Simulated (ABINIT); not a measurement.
# KCaF3 (Pm-3m): G0W0 with ABINIT, start to end, part 2 of 3

Aim: the G0W0 gap of KCaF3 (Pm-3m) on PBEsol, step by step.

ABINIT 10.8.3; PBEsol and many-body steps on it, plane waves. Known limits of the many-body steps: not at the basis limit; coarse k mesh.

So far. Step 2 (Ground state): The gap is indirect, with the least direct gap 0.18 eV higher.

## Step 3: Bands along the symmetry lines

Level of this step: DFT, PBEsol, plane waves, norm-conserving pseudopotentials (ABINIT).

Levels along a band path, at the cheap level, show where the edges lie and whether the meshes to come will hold them.

File run.abi:

```
acell 3*1.0 Angstrom
rprim 
  4.481726000000 0.000000000000 0.000000000000
  0.000000000000 4.481726000000 0.000000000000
  0.000000000000 0.000000000000 4.481726000000
ntypat 3
znucl 19 20 9
natom 5
typat 1 2 3 3 3
xred 
  0.500000000000 0.500000000000 0.500000000000
  0.000000000000 0.000000000000 0.000000000000
  0.000000000000 0.500000000000 0.000000000000
  0.000000000000 0.000000000000 0.500000000000
  0.500000000000 0.000000000000 0.000000000000
pp_dirpath "pseudos"
pseudos "K.upf, Ca.upf, F.upf"
ecut 36
iscf -2
irdden 1
kptopt 0
nkpt 50
kpt 
  0.00000000 0.00000000 0.00000000
  0.00000000 0.06250000 0.00000000
  0.00000000 0.12500000 0.00000000
  0.00000000 0.18750000 0.00000000
  0.00000000 0.25000000 0.00000000
  0.00000000 0.31250000 0.00000000
  0.00000000 0.37500000 0.00000000
  0.00000000 0.43750000 0.00000000
  0.00000000 0.50000000 0.00000000
  0.06250000 0.50000000 0.00000000
  0.12500000 0.50000000 0.00000000
  0.18750000 0.50000000 0.00000000
  0.25000000 0.50000000 0.00000000
  0.31250000 0.50000000 0.00000000
  0.37500000 0.50000000 0.00000000
  0.43750000 0.50000000 0.00000000
  0.50000000 0.50000000 0.00000000
  0.43750000 0.43750000 0.00000000
  0.37500000 0.37500000 0.00000000
  0.31250000 0.31250000 0.00000000
  0.25000000 0.25000000 0.00000000
  0.18750000 0.18750000 0.00000000
  0.12500000 0.12500000 0.00000000
  0.06250000 0.06250000 0.00000000
  0.00000000 0.00000000 0.00000000
  0.06250000 0.06250000 0.06250000
  0.12500000 0.12500000 0.12500000
  0.18750000 0.18750000 0.18750000
  0.25000000 0.25000000 0.25000000
  0.31250000 0.31250000 0.31250000
  0.37500000 0.37500000 0.37500000
  0.43750000 0.43750000 0.43750000
  0.50000000 0.50000000 0.50000000
  0.43750000 0.50000000 0.43750000
  0.37500000 0.50000000 0.37500000
  0.31250000 0.50000000 0.31250000
  0.25000000 0.50000000 0.25000000
  0.18750000 0.50000000 0.18750000
  0.12500000 0.50000000 0.12500000
  0.06250000 0.50000000 0.06250000
  0.00000000 0.50000000 0.00000000
  0.50000000 0.50000000 0.50000000
  0.50000000 0.50000000 0.43750000
  0.50000000 0.50000000 0.37500000
  0.50000000 0.50000000 0.31250000
  0.50000000 0.50000000 0.25000000
  0.50000000 0.50000000 0.18750000
  0.50000000 0.50000000 0.12500000
  0.50000000 0.50000000 0.06250000
  0.50000000 0.50000000 0.00000000
istwfk *1
nband 27
nbdbuf 2
tolwfr 1e-08
nstep 40
prtwf 0
prtvol 0
indata_prefix "in"
outdata_prefix "out"
tmpdata_prefix "tmp"
```

On the command line:

```
OMP_NUM_THREADS=1 mpirun -n 4 abinit run.abi > log
```

Numbers of over 12 decimals in the logs are rounded to 6 here.

Log:

```text
.Version 10.8.3 of ABINIT. v10.8.2 released Aug 2026.

 Symmetries : space group Pm -3 m (#221); Bravais cP (primitive cubic)
[... echo of the input left out ...]
== DATASET  1 ==================================================================
-   mpi_nproc: 4, omp_nthreads: 1 (-1 if OMP is not activated)

--- !DatasetInfo
iteration_state: {dtset: 1, }
dimensions: {natom: 5, nkpt: 50, mband: 27, nsppol: 1, nspinor: 1, nspden: 1, mpw: 6302, }
cutoff_energies: {ecut:  36.0, pawecutdg:  -1.0, }
electrons: {nelect:   4.00000000E+01, charge:   0.00000000E+00, occopt:   1.00000000E+00, tsmear:   1.00000000E-02, }

 Real(R)+Recip(G) space primitive vectors, cartesian coordinates (Bohr,Bohr^-1):
 R(1)=  8.4692347  0.0000000  0.0000000  G(1)=  0.1180744  0.0000000  0.0000000
 R(2)=  0.0000000  8.4692347  0.0000000  G(2)=  0.0000000  0.1180744  0.0000000
 R(3)=  0.0000000  0.0000000  8.4692347  G(3)=  0.0000000  0.0000000  0.1180744
 Unit cell volume ucvol=  6.0748073E+02 bohr^3
 Angles (23,13,12)=  9.00000000E+01  9.00000000E+01  9.00000000E+01 degrees

 getcut: wavevector=  0.0000  0.0000  0.0000  ngfft=  48  48  48
         ecut(hartree)=     36.000   => boxcut(ratio)=   2.09836

--- Pseudopotential description ------------------------------------------------
- K Generated using ONCVPSP code by D. R. Hamann
- 19.00000   9.00000  180301                  znucl, zion, pspdat
12 -116133 2 -1 2250                          pspcod,pspxc,lmax,lloc,mmax
     nproj     2     2     2
  pspatm : epsatm=    8.32504554
         --- l  ekb(1:nproj) -->
             0   10.921326    0.816676
             1    4.431000    0.560368
             2   -3.384038   -1.043186
 pspatm: atomic psp has been read  and splines computed

- Ca Generated using ONCVPSP code by D. R. Hamann
- 20.00000  10.00000  180301                  znucl, zion, pspdat
12 -116133 2 -1 1746                          pspcod,pspxc,lmax,lloc,mmax
     nproj     2     2     2
  pspatm : epsatm=   12.46101000
         --- l  ekb(1:nproj) -->
[...]
pspatm: atomic psp has been read  and splines computed

- F Generated using ONCVPSP code by D. R. Hamann
-  9.00000   7.00000  180301                  znucl, zion, pspdat
12 -116133 2 -1 832                           pspcod,pspxc,lmax,lloc,mmax
     nproj     2     2     1
  pspatm : epsatm=    4.89824381
         --- l  ekb(1:nproj) -->
[...]
2   -2.394754
 pspatm: atomic psp has been read  and splines computed

--------------------------------------------------------------------------------

================================================================================
 prteigrs : about to open file out_EIG
 Non-SCF case, kpt    1 (  0.00000  0.00000  0.00000), residuals and eigenvalues=
  6.98E-09  7.57E-09  6.46E-09  6.54E-09  7.30E-09  3.59E-09  4.40E-09  9.43E-09
[...]
Non-SCF case, kpt   49 (  0.50000  0.50000  0.06250), residuals and eigenvalues=
[...]
Non-SCF case, kpt   50 (  0.50000  0.50000  0.00000), residuals and eigenvalues=
[...]
-6.9368E-02 -6.5342E-02 -4.1394E-02 -4.1394E-02 -3.7372E-02 -3.7372E-02
 -3.4874E-02 -1.6964E-02  3.1779E-01  3.2883E-01  3.2883E-01  3.2952E-01
[...]
--- !ResultsGS
iteration_state: {dtset: 1, }
comment   : Summary of ground state results
lattice_vectors:
- [  8.4692347,   0.0000000,   0.0000000, ]
- [  0.0000000,   8.4692347,   0.0000000, ]
- [  0.0000000,   0.0000000,   8.4692347, ]
lattice_lengths: [   8.46923,    8.46923,    8.46923, ]
lattice_angles: [ 90.000,  90.000,  90.000, ] # degrees, (23, 13, 12)
lattice_volume:   6.0748073E+02
convergence: {deltae:  0.000E+00, res2:  0.000E+00, residm:  9.998E-09, diffor:  0.000E+00, }
etotal    :  -1.42689375E+02
entropy   :   0.00000000E+00
fermie    :  -1.66183916E-02
cartesian_stress_tensor: null
pressure_GPa: null
xred      :
- [  5.0000E-01,   5.0000E-01,   5.0000E-01,  K]
- [  0.0000E+00,   0.0000E+00,   0.0000E+00, Ca]
- [  0.0000E+00,   5.0000E-01,   0.0000E+00,  F]
- [  0.0000E+00,   0.0000E+00,   5.0000E-01,  F]
- [  5.0000E-01,   0.0000E+00,   0.0000E+00,  F]
cartesian_forces: null
force_length_stats: {min: null, max: null, mean: null, }

 Integrated electronic density in atomic spheres:
 ------------------------------------------------
 Atom  Sphere_radius  Integrated_density
[...]
================================================================================

 ----iterations are completed or convergence reached----

 Mean square residual over all n,k,spin=   61.275E-10; max=  99.977E-10
 reduced coordinates (array xred) for    5 atoms
[...]
cartesian coordinates (angstrom) at end:
    1      2.240863     2.240863     2.240863
    2      0.000000     0.000000     0.000000
    3      0.000000     2.240863     0.000000
    4      0.000000     0.000000     2.240863
    5      2.240863     0.000000     0.000000
 length scales=  1.889726125908  1.889726125908  1.889726125908 bohr
              =  1.000000000000  1.000000000000  1.000000000000 angstroms
 prteigrs : about to open file out_EIG
 Eigenvalues (hartree) for nkpt=  50  k points:
 kpt#   1, nband= 27, wtk=  1.00000, kpt=  0.0000  0.0000  0.0000 (reduced coord)
[...]
kpt#   2, nband= 27, wtk=  1.00000, kpt=  0.0000  0.0625  0.0000 (reduced coord)
[...]
kpt#   3, nband= 27, wtk=  1.00000, kpt=  0.0000  0.1250  0.0000 (reduced coord)
[...]
kpt#  49, nband= 27, wtk=  1.00000, kpt=  0.5000  0.5000  0.0625 (reduced coord)
[...]
0.36617    0.36617    0.38790
 kpt#  50, nband= 27, wtk=  1.00000, kpt=  0.5000  0.5000  0.0000 (reduced coord)
[...]
-0.38678   -0.38678   -0.38482   -0.07629   -0.06937   -0.06534   -0.04139   -0.04139
  -0.03737   -0.03737   -0.03487   -0.01696    0.31779    0.32883    0.32883    0.32952
   0.36703    0.36703    0.38710

== END DATASET(S) ==============================================================
================================================================================

 -outvars: echo values of variables after computation  --------
            nband          27
             nkpt          50
          spgroup         221
 [... the other variables as echoed above ...]

 Calculation completed.
```

The job ended after 2 min (4 MPI ranks of Intel Xeon Platinum 8259CL at 2.50GHz (Skylake/Cascade Lake), shared host; peak memory 0.43 GiB; 8.2 min of CPU time).

Numbers from this step:

```yaml
gap: 6.057 eV
k_of_the_valence_top: 0.5, 0.5, 0.5
k_of_the_conduction_bottom: 0, 0, 0
least_direct_gap: 6.237 eV
```

The gap is 6.057 eV, as in the run before at this level.

The electronic bands at the labelled points (eV, zero at the top of the highest filled band):

| point | band 17 | band 18 | band 19 | band 20 | band 21 | band 22 | band 23 | band 24 |
| --- | --- | --- | --- | --- | --- | --- | --- | --- |
| Γ | -0.38 | -0.18 | -0.18 | -0.18 | 6.06 | 8.83 | 8.83 | 8.83 |
| halfway | -0.47 | -0.44 | -0.22 | -0.22 | 6.80 | 8.99 | 9.18 | 9.18 |
| X | -0.62 | -0.50 | -0.25 | -0.25 | 8.14 | 8.72 | 9.18 | 9.61 |
| halfway | -0.60 | -0.49 | -0.36 | -0.16 | 8.62 | 9.08 | 9.30 | 9.49 |
| M | -0.56 | -0.56 | -0.50 | -0.01 | 9.10 | 9.40 | 9.40 | 9.42 |
| halfway | -0.53 | -0.47 | -0.30 | -0.23 | 7.44 | 9.12 | 9.38 | 9.40 |
| Γ | -0.38 | -0.18 | -0.18 | -0.18 | 6.06 | 8.83 | 8.83 | 8.83 |
| halfway | -0.84 | -0.27 | -0.27 | -0.19 | 7.98 | 9.40 | 9.40 | 9.48 |
| R | -1.26 | 0.00 | 0.00 | 0.00 | 9.66 | 9.66 | 9.66 | 9.97 |
| halfway | -0.85 | -0.25 | -0.21 | -0.13 | 9.01 | 9.21 | 9.61 | 9.66 |
| X | -0.62 | -0.50 | -0.25 | -0.25 | 8.14 | 8.72 | 9.18 | 9.61 |
| jump to R | -1.26 | 0.00 | 0.00 | 0.00 | 9.66 | 9.66 | 9.66 | 9.97 |
| halfway | -0.96 | -0.17 | -0.17 | 0.00 | 9.43 | 9.55 | 9.55 | 9.59 |
| M | -0.56 | -0.56 | -0.50 | -0.01 | 9.10 | 9.40 | 9.40 | 9.42 |

## Step 4: Empty states on the mesh, 2×2×2 mesh, 85 bands

The sums over transitions need many empty states on a uniform mesh; this step solves for them.

File run.abi:

```
acell 3*1.0 Angstrom
rprim 
  4.481726000000 0.000000000000 0.000000000000
  0.000000000000 4.481726000000 0.000000000000
  0.000000000000 0.000000000000 4.481726000000
ntypat 3
znucl 19 20 9
natom 5
typat 1 2 3 3 3
xred 
  0.500000000000 0.500000000000 0.500000000000
  0.000000000000 0.000000000000 0.000000000000
  0.000000000000 0.500000000000 0.000000000000
  0.000000000000 0.000000000000 0.500000000000
  0.500000000000 0.000000000000 0.000000000000
pp_dirpath "pseudos"
pseudos "K.upf, Ca.upf, F.upf"
ecut 36
ngkpt 2 2 2
nshiftk 1
shiftk 0 0 0
kptopt 1
chksymbreak 0
iscf -2
irdden 1
istwfk *1
nband 85
nbdbuf 6
tolwfr 1e-09
nstep 60
prtvol 0
indata_prefix "in"
outdata_prefix "out"
tmpdata_prefix "tmp"
```

Log:

```text
.Version 10.8.3 of ABINIT. v10.8.2 released Aug 2026.

 Symmetries : space group Pm -3 m (#221); Bravais cP (primitive cubic)
[... echo of the input left out ...]
== DATASET  1 ==================================================================
-   mpi_nproc: 4, omp_nthreads: 1 (-1 if OMP is not activated)

--- !DatasetInfo
iteration_state: {dtset: 1, }
dimensions: {natom: 5, nkpt: 4, mband: 85, nsppol: 1, nspinor: 1, nspden: 1, mpw: 6302, }
cutoff_energies: {ecut:  36.0, pawecutdg:  -1.0, }
electrons: {nelect:   4.00000000E+01, charge:   0.00000000E+00, occopt:   1.00000000E+00, tsmear:   1.00000000E-02, }

 Real(R)+Recip(G) space primitive vectors, cartesian coordinates (Bohr,Bohr^-1):
 R(1)=  8.4692347  0.0000000  0.0000000  G(1)=  0.1180744  0.0000000  0.0000000
 R(2)=  0.0000000  8.4692347  0.0000000  G(2)=  0.0000000  0.1180744  0.0000000
 R(3)=  0.0000000  0.0000000  8.4692347  G(3)=  0.0000000  0.0000000  0.1180744
 Unit cell volume ucvol=  6.0748073E+02 bohr^3
 Angles (23,13,12)=  9.00000000E+01  9.00000000E+01  9.00000000E+01 degrees

 getcut: wavevector=  0.0000  0.0000  0.0000  ngfft=  48  48  48
         ecut(hartree)=     36.000   => boxcut(ratio)=   2.09836

--- Pseudopotential description ------------------------------------------------
- K Generated using ONCVPSP code by D. R. Hamann
- 19.00000   9.00000  180301                  znucl, zion, pspdat
12 -116133 2 -1 2250                          pspcod,pspxc,lmax,lloc,mmax
     nproj     2     2     2
  pspatm : epsatm=    8.32504554
         --- l  ekb(1:nproj) -->
             0   10.921326    0.816676
             1    4.431000    0.560368
             2   -3.384038   -1.043186
 pspatm: atomic psp has been read  and splines computed

- Ca Generated using ONCVPSP code by D. R. Hamann
- 20.00000  10.00000  180301                  znucl, zion, pspdat
12 -116133 2 -1 1746                          pspcod,pspxc,lmax,lloc,mmax
     nproj     2     2     2
  pspatm : epsatm=   12.46101000
         --- l  ekb(1:nproj) -->
[...]
pspatm: atomic psp has been read  and splines computed

- F Generated using ONCVPSP code by D. R. Hamann
-  9.00000   7.00000  180301                  znucl, zion, pspdat
12 -116133 2 -1 832                           pspcod,pspxc,lmax,lloc,mmax
     nproj     2     2     1
  pspatm : epsatm=    4.89824381
         --- l  ekb(1:nproj) -->
[...]
2   -2.394754
 pspatm: atomic psp has been read  and splines computed

--------------------------------------------------------------------------------

================================================================================
 prteigrs : about to open file out_EIG
 Non-SCF case, kpt    1 (  0.00000  0.00000  0.00000), residuals and eigenvalues=
  2.61E-10  2.24E-10  8.28E-10  5.64E-10  8.32E-10  9.94E-11  2.48E-10  3.50E-10
  1.65E-10  6.77E-10  9.92E-10  3.06E-10  4.72E-10  8.40E-10  1.75E-10  3.85E-10
  7.09E-10  2.00E-10  2.96E-10  6.30E-10  4.12E-10  4.61E-10  5.23E-10  6.59E-10
[...]
5.68E-08  7.78E-09  6.31E-08  1.30E-07  1.07E-05
 -1.3145E+00 -9.9116E-01 -7.1564E-01 -7.1158E-01 -7.1158E-01 -6.2465E-01
 -6.2465E-01 -6.2465E-01 -3.8548E-01 -3.8548E-01 -3.8548E-01 -4.9199E-02
 -4.9199E-02 -4.9199E-02 -3.0552E-02 -3.0552E-02 -3.0552E-02 -2.3251E-02
[...]
1.4200E+00  1.4483E+00  1.4483E+00  1.4828E+00  1.4828E+00  1.4828E+00
  1.5187E+00  1.5187E+00  1.5187E+00  1.5586E+00  1.5586E+00  1.5586E+00
  1.6079E+00
 prteigrs : prtvol=0 or 1, do not print more k-points.

--- !ResultsGS
iteration_state: {dtset: 1, }
comment   : Summary of ground state results
lattice_vectors:
- [  8.4692347,   0.0000000,   0.0000000, ]
- [  0.0000000,   8.4692347,   0.0000000, ]
- [  0.0000000,   0.0000000,   8.4692347, ]
lattice_lengths: [   8.46923,    8.46923,    8.46923, ]
lattice_angles: [ 90.000,  90.000,  90.000, ] # degrees, (23, 13, 12)
lattice_volume:   6.0748073E+02
convergence: {deltae:  0.000E+00, res2:  0.000E+00, residm:  9.929E-10, diffor:  0.000E+00, }
etotal    :  -1.42689375E+02
entropy   :   0.00000000E+00
fermie    :  -1.66183916E-02
cartesian_stress_tensor: null
pressure_GPa: null
xred      :
- [  5.0000E-01,   5.0000E-01,   5.0000E-01,  K]
- [  0.0000E+00,   0.0000E+00,   0.0000E+00, Ca]
- [  0.0000E+00,   5.0000E-01,   0.0000E+00,  F]
- [  0.0000E+00,   0.0000E+00,   5.0000E-01,  F]
- [  5.0000E-01,   0.0000E+00,   0.0000E+00,  F]
cartesian_forces: null
force_length_stats: {min: null, max: null, mean: null, }

 Integrated electronic density in atomic spheres:
 ------------------------------------------------
 Atom  Sphere_radius  Integrated_density
[...]
================================================================================

 ----iterations are completed or convergence reached----

 Mean square residual over all n,k,spin=   45.762E-11; max=  99.291E-11
 reduced coordinates (array xred) for    5 atoms
[...]
0.000000000000      0.000000000000      0.500000000000
       0.500000000000      0.000000000000      0.000000000000

 cartesian coordinates (angstrom) at end:
    1      2.240863     2.240863     2.240863
    2      0.000000     0.000000     0.000000
    3      0.000000     2.240863     0.000000
    4      0.000000     0.000000     2.240863
    5      2.240863     0.000000     0.000000
 length scales=  1.889726125908  1.889726125908  1.889726125908 bohr
              =  1.000000000000  1.000000000000  1.000000000000 angstroms
 prteigrs : about to open file out_EIG
 Eigenvalues (hartree) for nkpt=   4  k points:
 kpt#   1, nband= 85, wtk=  0.12500, kpt=  0.0000  0.0000  0.0000 (reduced coord)
[...]
1.26544    1.27484    1.29406    1.29406    1.29406    1.38424    1.38424    1.38424
   1.41997    1.44827    1.44827    1.48281    1.48281    1.48281    1.51872    1.51872
   1.51872    1.55857    1.55857    1.55857    1.60793
 prteigrs : prtvol=0 or 1, do not print more k-points.

== END DATASET(S) ==============================================================
================================================================================

 -outvars: echo values of variables after computation  --------
            nband          85
             nkpt           4
          spgroup         221
 [... the other variables as echoed above ...]

 Calculation completed.
```

Run time: 38 s. Hardware: 4 MPI ranks; peak memory 0.36 GiB.

This step gave:

```
gap                                                           : 6.057 eV
k of the valence top                                          : 0.5, 0.5, 0.5
k of the conduction bottom                                    : 0, 0, 0
least direct gap                                              : 6.237 eV
k points computed                                             : 4
lowest point of the top converged band, above the valence top : 41.23 eV
```

On this mesh the gap is 6.057 eV.

## Step 5: Screening, 2×2×2 mesh, 79 bands, screening to 106.1 eV

The RPA dielectric matrix is built and inverted for each q.

This step: RPA screening on PBEsol, plane waves, norm-conserving pseudopotentials.

Changes to run.abi since step 4:

```diff
@@ -23,10 +23,11 @@
 chksymbreak 0
-iscf -2
-irdden 1
 istwfk *1
-nband 85
-nbdbuf 6
-tolwfr 1e-09
-nstep 60
-prtvol 0
+occopt 1
+irdwfk 1
+optdriver 3
+nband 79
+ecuteps 3.9
+inclvkb 2
+awtr 1
+symchi 1
 indata_prefix "in"
```

Log:

```text
.Version 10.8.3 of ABINIT. v10.8.2 released Aug 2026.

 Symmetries : space group Pm -3 m (#221); Bravais cP (primitive cubic)
[... echo of the input left out ...]
== DATASET  1 ==================================================================
-   mpi_nproc: 4, omp_nthreads: 1 (-1 if OMP is not activated)

--- !DatasetInfo
iteration_state: {dtset: 1, }
dimensions: {natom: 5, nkpt: 4, mband: 79, nsppol: 1, nspinor: 1, nspden: 1, mpw: 6302, }
cutoff_energies: {ecut:  36.0, pawecutdg:  -1.0, }
electrons: {nelect:   4.00000000E+01, charge:   0.00000000E+00, occopt:   1.00000000E+00, tsmear:   1.00000000E-02, }

 SCREENING: Calculation of the susceptibility and dielectric matrices

 Based on a program developped by R.W. Godby, V. Olevano, G. Onida, and L. Reining.
 Incorporated in ABINIT by V. Olevano, G.-M. Rignanese, and M. Torrent.
.Using double precision arithmetic ; gwpc =  8

[... cell and pseudopotentials left out ...]
--------------------------------------------------------------------------------

 ==== K-mesh for the wavefunctions ====
 Number of points in the irreducible wedge :     4
[... list of points left out ...]
 Together with 48 symmetry operations and time-reversal symmetry
 yields     8 points in the full Brillouin Zone.

 ==== Q-mesh for the screening function ====
 Number of points in the irreducible wedge :     4
[... list of points left out ...]
 Together with 48 symmetry operations and time-reversal symmetry
 yields     8 points in the full Brillouin Zone.

 setmesh: FFT mesh size selected  =    32x   32x   32
          total number of points  =        32768

 vcoul_init : cutoff-mode = AUXILIARY_FUNCTION
 q-points for optical limit:   1
     1)      0.000010    0.000020    0.000030

- screening: taking advantage of time-reversal symmetry
- Maximum band index for partially occupied states nbvw = 20
- Remaining bands to be divided among processors   nbcw = 59
- Number of bands treated by each node ~14

 Number of electrons calculated from density =   40.0000; Expected =   40.0000
 average of density, n =  0.065846
 r_s =    1.5362
 omega_plasma =   24.7525 [eV]

 calculating chi0 at frequencies [eV] :
  1    0.000000E+00    0.000000E+00
  2    0.000000E+00    2.475252E+01

--------------------------------------------------------------------------------
  q-point number  1        q = ( 0.000000, 0.000000, 0.000000) [r.l.u.]
--------------------------------------------------------------------------------
[... chi0 elements left out ...]
 For q-point:  0.000010 0.000020 0.000030
  dielectric constant =   2.0007
  dielectric constant without local fields =   2.1592

  Average fulfillment of the sum rule on Im[epsilon] for q-point    1 :     38.80  [%]
[... wings left out ...]
  q-point number  2        q = ( 0.500000, 0.000000, 0.000000) [r.l.u.]
--------------------------------------------------------------------------------
[... chi0 elements left out ...]
  Average fulfillment of the sum rule on Im[epsilon] for q-point    2 :     46.26  [%]

 [... 2 further q-points ...]
```

The job ended after 30 s (4 MPI ranks; peak memory 0.86 GiB; 2 min of CPU time).

Numbers from this step:

| Quantity | Value |
| --- | --- |
| ε∞ with local fields, on this mesh, along the program's q direction | 2.001 |
| the same without local fields | 2.159 |
| plasma frequency | 24.75 eV |
| plane waves in the screening matrix | 251 |

Local fields lower ε∞ by 7 %. On a Γ-centred mesh this coarse the value itself is usually too large, while a short band sum pulls it down.

(Part 2 of 3 ends here.)

[Paths, hosts, dates, memory and timing lines, banners, echoed tables and standing remarks are left out of the program output.]

[Logs are printed without paths, hosts, clocks, repeated set-up lines and the standing remarks that a program may print on its own settings, such as how far it seeks lower states.]

[Runs of the session that timed out or met a known fault of the program may be left out.]

[Hosts, paths, dates, database ids (printed as entryN), source tags and the programs' standing remarks are cut or masked in the printed files.]

[G0W0 gaps are taken among the corrected bands and points alone; a level outside them can change the order at an edge.]

[Where Ansatz stands beside ABINIT at settings called matched, ABINIT's density can come from a denser mesh and the files from another edition; pairs whose starting gaps differed by over 0.03 eV were left out, so agreement reads better than it is.]
